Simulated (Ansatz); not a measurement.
## Phonons of MoPdPt in the AlB2 type

The plan: relax MoPdPt in the AlB2 type, check its phonons, and, if the lattice is stable, compute its Eliashberg function and ρ(T).

Method: DFT PBE, scalar-relativistic, plane waves, PAW; PAW set soft_1, in Ansatz 0.2.0.

The structure was built from a prototype and need not be the compound's stable phase.

### 1. Starting point

It takes space group P-6m2 (No. 187, hexagonal). Conventional cell: a = 3.682 Å, b = 3.682 Å, c = 3.866 Å, α = 90.00°, β = 90.00°, γ = 120.00°. Mo has 6 Pt at 2.87 Å and 6 Pd at 2.87 Å nearest. Pd has 3 Pt at 2.13 Å and 6 Mo at 2.87 Å nearest. Nearest to Pt lie 3 Pd at 2.13 Å and 6 Mo at 2.87 Å. Farther neighbours are not listed.

As a file:

```cif
data_structure
_symmetry_space_group_name_H-M 'P 1'
_symmetry_Int_Tables_number 1
_cell_length_a 3.6823
_cell_length_b 3.6823
_cell_length_c 3.8664
_cell_angle_alpha 90.000
_cell_angle_beta 90.000
_cell_angle_gamma 120.000
_cell_volume 45.40
loop_
_atom_site_label
_atom_site_type_symbol
_atom_site_fract_x
_atom_site_fract_y
_atom_site_fract_z
_atom_site_occupancy
Mo1 Mo 0.00000 0.00000 0.00000 1
Pd2 Pd 0.33333 0.66667 0.50000 1
Pt3 Pt 0.66667 0.33333 0.50000 1
```

### 2. Rough relaxation

The start is far from rest, so a relaxation with loose thresholds does the first part.

Contents of input.yaml:

```yaml
crystal:
  lattice:
    - [3.68232, 0.0, 0.0]
    - [-1.84116, 3.18898, 0.0]
    - [0.0, 0.0, 3.86644]
  atoms:
    - { symbol: Mo, position: [0.0, 0.0, 0.0] }
    - { symbol: Pd, position: [0.33333333, 0.66666667, 0.5] }
    - { symbol: Pt, position: [0.66666667, 0.33333333, 0.5] }
kpoints:
  mp_grid: { grid: [6, 6, 6] }
hamiltonian:
  xc: pbe
  pseudopotentials: { kind: paw, azcp: { folder: soft_1 } }
scf:
  occupations: { method: gaussian, width: 0.1 }
output:
  forces: true
  stress: true
  eigenvalues: true
relax:
  adjacent_minimum: "off"
  f_tol: 0.05
  max_steps: 80
  cell: { stress_tol: 0.5 }
```

On the command line:

```console
ansatz run input.yaml --threads 4 --pin off --max-ram 12288MiB --backend cpu --events-out ev --progress --plain --runs-dir out
```

Numbers of over 12 decimals in the logs are rounded to 6 here.

The program printed:

```text
The last accepted step is kept in <dir> (removed where the run ends without a failure and the disk answers)
Engine: ansatz 0.2.0, aarch64-unknown-linux-gnu
Pseudopotentials: kind: paw
Pseudopotential: Mo, paw, valence charge 14, recommended cutoff 420 eV (normal), soft_1/Mo.paw.azcp
Pseudopotential: Pd, paw, valence charge 18, recommended cutoff 420 eV (normal), soft_1/Pd.paw.azcp
Pseudopotential: Pt, paw, valence charge 18, recommended cutoff 420 eV (normal), soft_1/Pt.paw.azcp
Functional definition: PBE
  parameter kappa = 0.804
  parameter beta = 0.066725
  exchange = pbe_x(kappa = kappa, mu = beta*pi^2/3)
  correlation = pbe_c(beta = beta)
Crystal: 3 atoms, lattice volume = 45.403 Å³
Basis set: ecut = 420 eV, 877 PW (Γ), exchange–correlation on 50×50×54 points (8 copies of the dense FFT grid, shifted against one another)
Bands: 30, of which v1, the nominal top of the filled ones, is band 25 counted from 1 (24 counted from 0)
Symmetry: 12 space group operations
Space group: P-6m2 (ITA 187), of the structure as read, at distance tolerance 3.6e-5 Å
k-points: 28 of 216 (time reversal used)
Non-local potential: Mo, projectors of the file, l = 0: 3, l = 1: 2, l = 2: 2, l = 3: 1
Non-local potential: Pd, projectors of the file, l = 0: 2, l = 1: 2, l = 2: 2, l = 3: 1
Non-local potential: Pt, projectors of the file, l = 0: 3, l = 1: 2, l = 2: 2, l = 3: 1
PAW form: soft (Blöchl's): semilocal exchange-correlation on the pseudo side does not see the compensation charge
PAW one-centre angular grid: Mo, 590 points (default); XC on 64 Gauss nodes
PAW one-centre angular grid: Pd, 590 points (default); XC on 64 Gauss nodes
PAW one-centre angular grid: Pt, 590 points (default); XC on 64 Gauss nodes
Initial density: superposition of atomic densities (chi_scale 0.1, normalization cell, long waves kept (reshape's long-wave potential 0.00 eV rms))
Initial wavefunctions: pseudopotential atomic-orbital guess
Functional: x = pbe(κ = 0.804, μ = 0.219515), c = pbe(β = 0.066725)
SCF iter   1: F=—  HF=-24450.041944 eV  |F-HF|=—  |Δ(HF+E_count)|=         —  Δρ=1.90e-1  dr2=2.57e1  ethr=3.10e-3  ⟨swp⟩=4.7  Hψ=2850  notcnv=0
preconditioner: auto → Kerker (q_TF=auto, 2.773 Å⁻¹)  [metal: Δε(μ)=0.016 eV  Ē_g=6.481 eV  σ=0.100 eV  W_gap=0.09  n_scr=20 (ndim 8)  ℏωp=28.1 eV  f_vac=0.000  D(μ)=6.21/eV (n_scr^D=84)]
SCF iter   2: F=—  HF=-24447.645932 eV  |F-HF|=—  |Δ(HF+E_count)|=    2.40e0  Δρ=8.90e-2  dr2=6.14e0  ethr=3.10e-3  ⟨swp⟩=2.0  Hψ=1730  notcnv=0  defer=3
SCF iter   3: F=—  HF=-24446.782021 eV  |F-HF|=—  |Δ(HF+E_count)|=   8.64e-1  Δρ=2.51e-2  dr2=6.70e-1  ethr=3.10e-3  ⟨swp⟩=2.1  Hψ=1348  notcnv=0  defer=3
SCF iter   4: F=—  HF=-24446.695421 eV  |F-HF|=—  |Δ(HF+E_count)|=   8.66e-2  Δρ=7.52e-3  dr2=5.71e-2  ethr=1.34e-3  ⟨swp⟩=1.7  Hψ=1087  notcnv=0  defer=3
SCF iter   5: F=—  HF=-24446.686743 eV  |F-HF|=—  |Δ(HF+E_count)|=   8.68e-3  Δρ=2.44e-3  dr2=2.63e-3  ethr=1.14e-4  ⟨swp⟩=1.1  Hψ=848  notcnv=0  defer=3
SCF iter   6: F=—  HF=-24446.686383 eV  |F-HF|=—  |Δ(HF+E_count)|=   3.60e-4  Δρ=5.90e-4  dr2=2.69e-4  ethr=5.27e-6  ⟨swp⟩=2.7  Hψ=1420  notcnv=0  defer=3
SCF iter   7: F=—  HF=-24446.686346 eV  |F-HF|=—  |Δ(HF+E_count)|=   3.72e-5  Δρ=1.72e-4  dr2=1.20e-5  ethr=5.37e-7  ⟨swp⟩=1.9  Hψ=922  notcnv=0  defer=3
SCF iter   8: F=—  HF=-24446.686340 eV  |F-HF|=—  |Δ(HF+E_count)|=   5.83e-6  Δρ=4.13e-5  dr2=9.23e-7  ethr=2.41e-8  ⟨swp⟩=2.5  Hψ=1366  notcnv=0  defer=3
SCF iter   9: F=—  HF=-24446.686340 eV  |F-HF|=—  |Δ(HF+E_count)|=   7.46e-8  Δρ=1.41e-5  dr2=1.35e-7  ethr=2.00e-10  ⟨swp⟩=5.6  Hψ=3166  notcnv=0
SCF iter  10: F=-24446.686340 eV  HF=-24446.686340 eV  |F-HF|=3.20e-10  |Δ(HF+E_count)|=   5.53e-9  Δρ=2.13e-6  dr2=1.80e-9  ethr=2.00e-10  ⟨swp⟩=4.1  Hψ=2533  notcnv=0
SCF 1 converged in 10 iterations: F = -24446.686340 eV  dr2 = 1.80e-9
  greatest PAW one-centre occupation: 1.000 electrons in one spin orbital (limit 2), on the Pt atom at site 2 (counted from 0), in its partial waves of l = 0
relax step   1: F+E_penalty+E_count = -24446.68633988 eV  Δ(F+E_penalty+E_count) = +0.000e0 eV  max|allowed force component| = 1.018e-16 eV/Å  Δτ_max = 0.0000 Å  P = +77.358 GPa  Ω = 45.403 Å³  (10 SCF iters, dr2 threshold 1.00e-7 eV, accepted)
Crystal: 3 atoms, lattice volume = 49.798 Å³
Basis set: ecut = 420 eV, 997 PW (Γ), exchange–correlation on 50×50×54 points (8 copies of the dense FFT grid, shifted against one another)
Initial density: handed on by an earlier stage of this run
Initial wavefunctions: those handed on with the density
iter 1 solved again at ethr=6.97e-4 eV; its pass at ethr=3.10e-3 eV (dr2=3.49e-1 eV) is discarded
SCF iter   1: F=—  HF=-24449.135228 eV  |F-HF|=—  |Δ(HF+E_count)|=         —  Δρ=1.78e-2  dr2=3.51e-1  ethr=6.97e-4  ⟨swp⟩=1.0  Hψ=4404  notcnv=0
preconditioner: auto → Kerker (q_TF=auto, 2.730 Å⁻¹)  [metal: Δε(μ)=0.004 eV  Ē_g=5.981 eV  σ=0.100 eV  W_gap=0.02  n_scr=20 (ndim 8)  ℏωp=26.8 eV  f_vac=0.000  D(μ)=8.02/eV (n_scr^D=144)]
SCF iter   2: F=—  HF=-24449.107051 eV  |F-HF|=—  |Δ(HF+E_count)|=   2.82e-2  Δρ=9.63e-3  dr2=1.08e-1  ethr=6.97e-4  ⟨swp⟩=1.0  Hψ=840  notcnv=0
SCF iter   3: F=—  HF=-24449.092283 eV  |F-HF|=—  |Δ(HF+E_count)|=   1.48e-2  Δρ=1.57e-3  dr2=2.29e-3  ethr=2.16e-4  ⟨swp⟩=1.2  Hψ=845  notcnv=0
SCF iter   4: F=—  HF=-24449.091860 eV  |F-HF|=—  |Δ(HF+E_count)|=   4.23e-4  Δρ=5.97e-4  dr2=1.79e-4  ethr=4.58e-6  ⟨swp⟩=2.3  Hψ=1339  notcnv=0
SCF iter   5: F=—  HF=-24449.091795 eV  |F-HF|=—  |Δ(HF+E_count)|=   6.47e-5  Δρ=1.73e-4  dr2=1.78e-5  ethr=3.58e-7  ⟨swp⟩=2.1  Hψ=1377  notcnv=0
SCF iter   6: F=—  HF=-24449.091794 eV  |F-HF|=—  |Δ(HF+E_count)|=   1.67e-6  Δρ=5.37e-5  dr2=1.94e-6  ethr=3.56e-8  ⟨swp⟩=2.1  Hψ=1067  notcnv=0
SCF iter   7: F=-24449.091793 eV  HF=-24449.091794 eV  |F-HF|=1.01e-7  |Δ(HF+E_count)|=   1.99e-7  Δρ=2.47e-5  dr2=1.97e-7  ethr=6.00e-10  ⟨swp⟩=5.0  Hψ=3199  notcnv=0
SCF 2 converged in 7 iterations: F = -24449.091793 eV  dr2 = 1.97e-7
relax step   2: F+E_penalty+E_count = -24449.09179340 eV  Δ(F+E_penalty+E_count) = -2.405e0 eV  max|allowed force component| = 2.051e-16 eV/Å  Δτ_max = 0.0000 Å  P = +32.405 GPa  Ω = 49.798 Å³  energy of the carried Pulay correction = -2.531e-3 eV  (7 SCF iters, dr2 threshold 3.00e-7 eV, accepted)
Crystal: 3 atoms, lattice volume = 51.153 Å³
iter 1 solved again at ethr=1.73e-4 eV; its pass at ethr=3.10e-3 eV (dr2=8.64e-2 eV) is discarded
SCF iter   1: F=—  HF=-24450.486657 eV  |F-HF|=—  |Δ(HF+E_count)|=         —  Δρ=1.19e-2  dr2=8.47e-2  ethr=1.73e-4  ⟨swp⟩=1.0  Hψ=4239  notcnv=0
[...]
relax step   5: F+E_penalty+E_count = -24452.07826131 eV  Δ(F+E_penalty+E_count) = -7.382e-1 eV  max|allowed force component| = 1.234e-16 eV/Å  Δτ_max = 0.0000 Å  P = +0.674 GPa  Ω = 50.111 Å³  energy of the carried Pulay correction = -3.542e-3 eV  (6 SCF iters, dr2 threshold 3.00e-7 eV, accepted)
relax step   6: F+E_penalty+E_count = -24452.74147168 eV  Δ(F+E_penalty+E_count) = -6.632e-1 eV  max|allowed force component| = 1.002e-16 eV/Å  Δτ_max = 0.0000 Å  P = -0.498 GPa  Ω = 48.620 Å³  energy of the carried Pulay correction = -2.993e-3 eV  (6 SCF iters, dr2 threshold 3.00e-7 eV, accepted)
relax step   7: F+E_penalty+E_count = -24453.38121483 eV  Δ(F+E_penalty+E_count) = -6.397e-1 eV  max|allowed force component| = 3.874e-17 eV/Å  Δτ_max = 0.0000 Å  P = +0.138 GPa  Ω = 46.868 Å³  energy of the carried Pulay correction = -2.261e-3 eV  (7 SCF iters, dr2 threshold 3.00e-7 eV, accepted)
relax step   8: F+E_penalty+E_count = -24453.85199216 eV  Δ(F+E_penalty+E_count) = -4.708e-1 eV  max|allowed force component| = 3.045e-17 eV/Å  Δτ_max = 0.0000 Å  P = +4.683 GPa  Ω = 45.006 Å³  energy of the carried Pulay correction = -1.428e-3 eV  (6 SCF iters, dr2 threshold 3.00e-7 eV, accepted)
relax step   9: F+E_penalty+E_count = -24453.88227265 eV  Δ(F+E_penalty+E_count) = -3.028e-2 eV  max|allowed force component| = 1.156e-17 eV/Å  Δτ_max = 0.0000 Å  P = +7.103 GPa  Ω = 44.375 Å³  energy of the carried Pulay correction = -1.182e-3 eV  (6 SCF iters, dr2 threshold 3.00e-7 eV, accepted)
relax step  10: F+E_penalty+E_count = -24453.91097498 eV  Δ(F+E_penalty+E_count) = -2.870e-2 eV  max|allowed force component| = 4.163e-17 eV/Å  Δτ_max = 0.0000 Å  P = -0.287 GPa  Ω = 45.486 Å³  energy of the carried Pulay correction = -1.812e-3 eV  (6 SCF iters, dr2 threshold 3.00e-7 eV, accepted)
relax step  11: F+E_penalty+E_count = -24453.91164056 eV  Δ(F+E_penalty+E_count) = -6.656e-4 eV  max|allowed force component| = 2.621e-17 eV/Å  Δτ_max = 0.0000 Å  P = +0.173 GPa  Ω = 45.438 Å³  energy of the carried Pulay correction = -1.773e-3 eV  (6 SCF iters, dr2 threshold 3.00e-7 eV, accepted)
relax step  12: F+E_penalty+E_count = -24454.02879977 eV  Δ(F+E_penalty+E_count) = -1.172e-1 eV  max|allowed force component| = 2.544e-17 eV/Å  Δτ_max = 0.0000 Å  P = +4.374 GPa  Ω = 45.438 Å³  stress off target by 6.38e0 GPa  SCF on the basis re-selected at this cell (its energy is not comparable with the rows above)  (6 SCF iters)
relax step  13: F+E_penalty+E_count = -24454.04504908 eV  Δ(F+E_penalty+E_count) = -1.625e-2 eV  max|allowed force component| = 5.358e-17 eV/Å  Δτ_max = 0.0000 Å  P = +0.908 GPa  Ω = 46.056 Å³  energy of the carried Pulay correction = -2.699e-4 eV  (6 SCF iters, dr2 threshold 3.00e-7 eV, accepted)
relax step  14: F+E_penalty+E_count = -24454.04576272 eV  Δ(F+E_penalty+E_count) = -7.136e-4 eV  max|allowed force component| = 6.168e-18 eV/Å  Δτ_max = 0.0000 Å  P = -0.025 GPa  Ω = 46.234 Å³  energy of the carried Pulay correction = -3.496e-4 eV  (6 SCF iters, dr2 threshold 3.00e-7 eV, accepted)
iter 1 solved again at ethr=2.54e-8 eV; its pass at ethr=3.10e-3 eV (dr2=1.27e-5 eV) is discarded
SCF iter   1: F=—  HF=-24454.045884 eV  |F-HF|=—  |Δ(HF+E_count)|=         —  Δρ=4.62e-4  dr2=2.22e-6  ethr=2.54e-8  ⟨swp⟩=3.0  Hψ=5025  notcnv=0
preconditioner: auto → none  [metal: Δε(μ)=0.072 eV  Ē_g=5.870 eV  σ=0.100 eV  W_gap=0.38  n_scr=8 (ndim 8)  ℏωp=27.8 eV  f_vac=0.000  D(μ)=2.75/eV (n_scr^D=32)]
SCF iter   2: F=—  HF=-24454.046020 eV  |F-HF|=—  |Δ(HF+E_count)|=   1.35e-4  Δρ=2.31e-4  dr2=5.41e-7  ethr=4.44e-9  ⟨swp⟩=1.0  Hψ=840  notcnv=0
SCF iter   3: F=—  HF=-24454.046075 eV  |F-HF|=—  |Δ(HF+E_count)|=   5.55e-5  Δρ=5.89e-6  dr2=8.21e-9  ethr=1.08e-9  ⟨swp⟩=1.0  Hψ=840  notcnv=0
iter 4 did not close the SCF: its close was put off for the readings that it lacked (scf_convergence_deferred on its scf_iter line)
SCF iter   4: F=-24454.046075 eV  HF=-24454.046075 eV  |F-HF|=3.35e-10  |Δ(HF+E_count)|=   1.51e-8  Δρ=9.48e-7  dr2=1.28e-10  ethr=1.64e-11  ⟨swp⟩=2.0  Hψ=1359  notcnv=0
iter 5 did not close the SCF: its close was put off for the readings that it lacked (scf_convergence_deferred on its scf_iter line)
SCF iter   5: F=-24454.046075 eV  HF=-24454.046075 eV  |F-HF|=1.46e-11  |Δ(HF+E_count)|=  3.86e-10  Δρ=1.87e-7  dr2=1.50e-11  ethr=1.00e-12  ⟨swp⟩=1.7  Hψ=1201  notcnv=0
SCF iter   6: F=-24454.046075 eV  HF=-24454.046075 eV  |F-HF|=0.00e0  |Δ(HF+E_count)|=    0.00e0  Δρ=3.46e-8  dr2=4.13e-13  ethr=1.00e-12  ⟨swp⟩=1.0  Hψ=1792  notcnv=0
SCF 15 converged in 6 iterations: F = -24454.046075 eV  dr2 = 4.13e-13
relax step  15: F+E_penalty+E_count = -24454.04607506 eV  Δ(F+E_penalty+E_count) = -3.123e-4 eV  max|allowed force component| = 1.966e-17 eV/Å  Δτ_max = 0.0000 Å  P = -0.039 GPa  Ω = 46.234 Å³  stress off target by 5.20e-2 GPa  SCF on the basis re-selected at this cell (its energy is not comparable with the rows above)  (6 SCF iters)
basis re-selected at this cell: Δ(F+E_penalty+E_count) = -3.123e-4 eV, ΔP = -0.014 GPa vs the last step (what re-selecting the basis moved, of the pressure what is left beyond the Pulay correction that the steps carried, after the strain that the cell walked since its last selection, with what the two solves' SCF thresholds leave and, on support functions, any second-order correction that the steps lacked; it is no m [...]
SCF converged after 6 iterations
Free energy (F): -24454.046075 eV
Harris-Foulkes:  -24454.046075 eV  (|F-HF|=0.00e0)
Internal energy: -24454.032321 eV  (E = F + TS)
E sigma→0 (E₀):  -24454.039198 eV
Entropy (-TS):   -0.013754 eV (-4.585 meV/atom)
Fermi energy:    20.823896 eV
--- Per-component energies (eV) ---
  E_band       = -351.701116
  E_kinetic    = 1463.750505
  E_local      = -4230.731739  (includes V_loc(G=0)·N_el)
  E_nonlocal   = 720.799006
  E_hartree    = 1631.672429
  E_xc         = -547.213048
  E_vxc        = -666.520542  (∫ρ·V_xc dr)
  E_paw        = -16505.326781  (= ΣΔE_a)
  E_vpaw       = -902.344595  (= ΣTr[D̂ρ^β])
  E_aug_tail   = 0.001350  (compensation charges beyond the density's cutoff)
  E_ewald      = -6986.984042
  E_smearing   = -0.013754  (= −TS)
  E_closure    = 0.000000  (closes the sum)
  Σ components = -24454.046075   (vs F -24454.046075, Δ=0.00e0)
--- Forces (eV/Å), atoms counted from 1 ---
  atom   1  Mo    -0.00000000    -0.00000000     0.00000000
  atom   2  Pd     0.00000000     0.00000000     0.00000000
  atom   3  Pt     0.00000000    -0.00000000     0.00000000
  max |Σ_I F_I| component: 9.25e-18 eV/Å
--- Stress (GPa, compression-positive) ---
       -0.032291      -0.000000       0.000000
        0.000000      -0.032291       0.000000
        0.000000       0.000000      -0.051986
  P = ⅓ Tr σ = -0.0389 GPa (-0.389 kbar)
--- Band table (eV; the first three rows and the last of 28) ---
  k-point 0: bands = [... 21 lower, 18.8653, 19.3249, 19.3249, 19.8232, 19.8232, 23.3456, 23.3456, 27.5434, ... 1 higher]
  k-point 1: bands = [... 21 lower, 19.2966, 19.2966, 19.6015, 20.7324, 20.7324, 22.7678, 22.7678, 27.6599, ... 1 higher]
  k-point 2: bands = [... 21 lower, 18.4723, 20.0047, 22.0443, 22.0443, 22.2057, 22.2057, 22.3038, 27.5194, ... 1 higher]
  k-point 27: bands = [... 21 lower, 20.3122, 20.4091, 20.7728, 21.5513, 22.1658, 23.6746, 23.8330, 25.7828, ... 1 higher]
--- Relaxed structure (13 steps of the walk, 13 accepted, 2 SCFs on fresh bases) ---
  F+E_penalty+E_count = -24454.04607506 eV   max|allowed force component| = 1.966e-17 eV/Å   (the final SCF, on the basis selected at the relaxed cell)
  cell:  # Å, volume = 46.2339 Å³
    - [4.470855, 0, 0.0]
    - [-2.235428, 3.871874, 0.0]
    - [0.0, 0.0, 2.670846]
  atoms:
    - { symbol: Mo, position: [0, 0, 0.0] }
    - { symbol: Pd, position: [0.333333, 0.666667, 0.5] }
    - { symbol: Pt, position: [0.666667, 0.333333, 0.5] }
```

Elapsed: 14 s, on 4 threads of Arm Neoverse V2, shared host; peak memory 0.39 GiB.

Relaxation path:

```
step  energy less that of the first step (eV)  largest force component (eV/Å)  pressure (GPa)  volume (Å³)
   1                                   0.0000                          0.0000           77.36        45.40
   2                                  -2.4055                          0.0000           32.41        49.80
   3                                  -3.7885                          0.0000           13.34        51.15
   4                                  -4.6538                          0.0000            4.89        51.05
   5                                  -5.3919                          0.0000            0.67        50.11
   6                                  -6.0551                          0.0000           -0.50        48.62
   7                                  -6.6949                          0.0000            0.14        46.87
   8                                  -7.1657                          0.0000            4.68        45.01
   9                                  -7.1959                          0.0000            7.10        44.38
  10                                  -7.2246                          0.0000           -0.29        45.49
  11                                  -7.2253                          0.0000            0.17        45.44
 12*                                  -7.3425                          0.0000            4.37        45.44
  13                                  -7.3587                          0.0000            0.91        46.06
  14                                  -7.3594                          0.0000           -0.02        46.23
 15*                                  -7.3597                          0.0000           -0.04        46.23
```

Relaxation steps marked * repeat the geometry before them on a plane-wave basis chosen anew for their cell, so energy and pressure can jump there.

Forces are held to the 12 operations that the run works with; a distortion that breaks them can't arise in this run.

```
     cell as run  before  after   change
           a (Å)   3.682  4.471  +21.4 %
           b (Å)   3.682  4.471  +21.4 %
           c (Å)   3.866  2.671  -30.9 %
volume (Å³/atom)   15.13  15.41   +1.8 %
```

The relaxed structure:

```
Mo Pd Pt
1.0
     4.47086    0.00000    0.00000
    -2.23543    3.87187    0.00000
     0.00000    0.00000    2.67085
Mo Pd Pt
1 1 1
Direct
  0.00000 0.00000 0.00000
  0.33333 0.66667 0.50000
  0.66667 0.33333 0.50000
```

This step gave:

```yaml
pressure: -0.03886 GPa
volume_per_atom: 15.41 Å³/atom
metallic_on_mesh: yes
gap_on_the_k_mesh: 0 eV
```

The largest force is now zero by symmetry and the largest stress component 0.052 GPa.

(Continued in part 2 of 3.)

[Logs are printed without paths, hosts, clocks, repeated set-up lines and the standing remarks that a program may print on its own settings, such as how far it seeks lower states.]

[Hosts, paths, dates, database ids (printed as entryN), source tags and the programs' standing remarks are cut or masked in the printed files.]
